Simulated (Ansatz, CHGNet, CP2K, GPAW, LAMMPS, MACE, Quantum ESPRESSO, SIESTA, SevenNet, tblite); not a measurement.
# Which run comes nearest? Rapidly quenched Si57Al14Cu29 (at. %) (111 atoms)

Density of this cell: 3.83 g/cm³. The cell holds 111 atoms: 63 Si, 16 Al and 32 Cu. Cell: a = 12.242 Å, b = 12.242 Å, c = 12.242 Å, α = 90.0°, β = 90.0°, γ = 90.0°. 111 atoms (63 Si, 16 Al, 32 Cu) placed at random at 3.66 g/cm³, melted at 2000 K for 10 ps at fixed volume with the MEAM Al-Si-Mg-Cu-Fe potential (Jelinek et al., Phys. Rev. B 85, 245102 (2012)). Quenched from 2000 K to 300 K at 10 K/ps and zero pressure, held 5 ps, then minimised at fixed cell.

Geometry: as built.

The reference, a calculation:

```
method                 : Kohn-Sham DFT, PBE, PAW, plane waves (Ansatz 0.2.0); cutoff 420 eV, Γ point, fermi-dirac smearing of 0.05 eV; PAW set soft_2
r.m.s. force component : 0.676 eV/Å
longest force          : 4.327 eV/Å
pressure               : -1.908 GPa
SCF cycles             : 13
time                   : 46 s on 4 threads of Arm Neoverse V2, shared host
CPU time               : 3 min
```

In doubt: a PseudoDojo file used here is known to give poor structures and forces (SIESTA), which bears on pressures, cells, forces and phonons.

Q: Estimate the differences from the reference, the CPU time and the memory of each run.
- MACE MPA-0 medium potential (MACE MPA-0 medium; 1 thread)
- CHGNet 0.3.0 potential (CHGNet 0.3.0; 1 thread)
- GPAW PBE, LCAO dzp, h 0.2 Å (GPAW 26.7.0; 2 MPI ranks)
- GPAW PBE, LCAO szp(dzp), h 0.2 Å (GPAW 26.7.0; 1 thread)
- CP2K PBE, SZV-MOLOPT-SR, 800/50 Ry, diagonalisation (CP2K 2026.2; 2 threads)
- SIESTA PBE, DZP, shift 0.01 Ry, mesh 500 Ry (SIESTA 5.4.2; 4 MPI ranks)
- GPAW PBE, LCAO dzp, h 0.22 Å (GPAW 26.7.0; 1 thread)
- QE PBE, sssp-1.3.0-efficiency, 60/480 Ry (Quantum ESPRESSO 7.5; 4 MPI ranks)
- CP2K PBE, DZVP-MOLOPT-SR, 800/50 Ry, diagonalisation (CP2K 2026.2; 4 MPI ranks)
- GPAW PBE, LCAO sz(dzp), h 0.2 Å (GPAW 26.7.0; 1 thread)

Differences are against the plane-wave reference, forces as r.m.s. over components; share is that over the reference's r.m.s. force, slope the least-squares factor from reference forces to these. Total energies of different programs have different zeros and aren't compared.

```tsv
run	Δ force, r.m.s. (meV/Å)	share (%)	slope	Δ pressure (GPa)	cores	CPU time	memory (GiB)
reference	-	-	-	-	4	3 min	2.9
MACE MPA-0 medium potential	157	23.2	0.960	-0.458	1	7 s	1.1
CHGNet 0.3.0 potential	223	32.9	0.984	-2.92	1	3.5 s	1.3
GPAW PBE, LCAO dzp, h 0.2 Å	74.2	11.0	1.082	-	2	8.9 min	2.5
GPAW PBE, LCAO szp(dzp), h 0.2 Å (coarse)	120	17.8	1.098	-	1	6.3 min	2.1
CP2K PBE, SZV-MOLOPT-SR, 800/50 Ry, diagonalisation (coarse)	336	49.7	1.268	12.9	2	6.7 min	8.0
SIESTA PBE, DZP, shift 0.01 Ry, mesh 500 Ry	63.8	9.43	1.062	0.121	4	26 min	5.1
GPAW PBE, LCAO dzp, h 0.22 Å (coarse)	73.6	10.9	1.082	-	1	7.1 min	1.8
QE PBE, sssp-1.3.0-efficiency, 60/480 Ry	5.73	0.847	1.007	-0.0094	4	36 min	8.6
CP2K PBE, DZVP-MOLOPT-SR, 800/50 Ry, diagonalisation	38.3	5.67	1.025	0.613	4	12 min	11
GPAW PBE, LCAO sz(dzp), h 0.2 Å (coarse)	344	50.9	1.235	-	1	2 min	1.6
```

Rows marked coarse were listed beforehand as settings not expected to be converged; some can still land near the reference.

Times of the machine-learned potentials are mostly Python's start and the loading of weights.

CPU time is summed over cores on a shared host, where runs went side by side, so it is rough. Symmetry, cutoffs, thresholds, outputs and thread counts weren't matched or tuned between programs; memory under MPI is the largest rank's times the ranks.

PBE on plane waves or a grid with other potentials, cutoffs or grids, coarse settings apart, differs from the reference by 0.85 % (QE PBE, sssp-1.3.0-efficiency, 60/480 Ry) of the r.m.s. force; this holds the reference's own error, so differences of a few per cent don't tell which side is nearer the exact PBE result (QE's 60 Ry are 816 eV, against the reference's 420 eV). The PBE runs in local orbitals, coarse settings apart, differ by 5.7 % (CP2K PBE, DZVP-MOLOPT-SR, 800/50 Ry, diagonalisation) to 11 % (GPAW PBE, LCAO dzp, h 0.2 Å); basis, grid and potentials can all enter. Machine-learned potentials differ by 23 % (MACE MPA-0 medium potential) to 33 % (CHGNet 0.3.0 potential); they were trained on other programs' data. Runs with settings chosen to be coarse differ by 11 % (GPAW PBE, LCAO dzp, h 0.22 Å) to 51 % (GPAW PBE, LCAO sz(dzp), h 0.2 Å), their programs' other errors included. Machine-learned potentials mimic data converged in k, so the reference's own k-point error enters their differences. The network of bonds at the start is that of the classical potential that made the cell, and needn't be the one that DFT or experiment would give. The electronic-structure runs sample only Γ, in a cell whose shortest periodic width is 12 Å, which is coarse for a cell with partly filled levels.

[Logs are printed without paths, hosts, clocks, repeated set-up lines and the standing remarks that a program may print on its own settings, such as how far it seeks lower states.]

[Hosts, paths, dates, database ids (printed as entryN), source tags and the programs' standing remarks are cut or masked in the printed files.]
